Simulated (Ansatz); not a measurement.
In doubt: one-shot GW on d or f shells is unsure, so the values of those runs are not to be relied on.

Cs2AgAsF6 (Fm-3m), computed twice by G0W0.

Symmetry: Fm-3m, No. 225, cubic system. The conventional cell has a = 9.195 Å, b = 9.195 Å, c = 9.195 Å, α = 90.00°, β = 90.00°, γ = 90.00°. Nearest to Cs lie 12 F at 3.26 Å. Nearest to Ag lie 6 F at 2.51 Å. As has 6 F at 2.08 Å nearest. Nearest to F lie 1 As at 2.08 Å and 1 Ag at 2.51 Å and 4 Cs at 3.26 Å. Farther neighbours and most contacts between anions are not listed.

```
Cs Ag As F
1.0
     0.00000    4.59761    4.59761
     4.59761    0.00000    4.59761
     4.59761    4.59761    0.00000
Cs Ag As F
2 1 1 6
Direct
  0.75000 0.75000 0.75000
  0.25000 0.25000 0.25000
  0.50000 0.50000 0.50000
  0.00000 0.00000 0.00000
  0.77328 0.22672 0.22672
  0.22672 0.22672 0.77328
  0.22672 0.77328 0.77328
  0.22672 0.77328 0.22672
  0.77328 0.22672 0.77328
  0.77328 0.77328 0.22672
```

The cell and positions are those that the Materials Project relaxed with its own functionals (PBE, PBE+U or r2SCAN), kept fixed. Spin-orbit coupling is left out unless a run names it.

The first (Ansatz 0.2.0; start PBE, 4×4×4 mesh, 1065 empty bands, screening to 180 eV, PAW set soft_1 files; 1 × NVIDIA H100 80GB HBM3 (shared by 6 runs) with 2 threads of AMD EPYC 7R13 (Zen 3), shared host) gave, on its mesh: starting gap 2.43 eV, G0W0 gap 4.26 eV, RPA ε∞ (mean) 2.93, 79 s.

The second changes frequency model from contour deformation to plasmon pole. What does it give?

It gave: starting gap 2.43 eV, G0W0 gap 4.24 eV, RPA ε∞ (mean) 2.93, 1.8 min. The G0W0 gap moves by −0.02 eV, +0.00 eV from the start and −0.02 eV from the correction. Σc changes by +0.08 eV at the valence top and +0.06 eV at the conduction bottom, and Σx − Vxc between them by +0.00 eV.

Limits: not at the basis limit; d shell near the gap, gap tends to lie low; no spin-orbit coupling.

[Paths, hosts, dates, memory and timing lines, banners, echoed tables and standing remarks are left out of the program output.]

[Logs are printed without paths, hosts, clocks, repeated set-up lines and the standing remarks that a program may print on its own settings, such as how far it seeks lower states.]

[Runs of the session that timed out or met a known fault of the program may be left out.]

[Cells called generated may have been cut or substituted from an entry of the Crystallography Open Database or the Materials Project.]

[Hosts, paths, dates, database ids (printed as entryN), source tags and the programs' standing remarks are cut or masked in the printed files.]
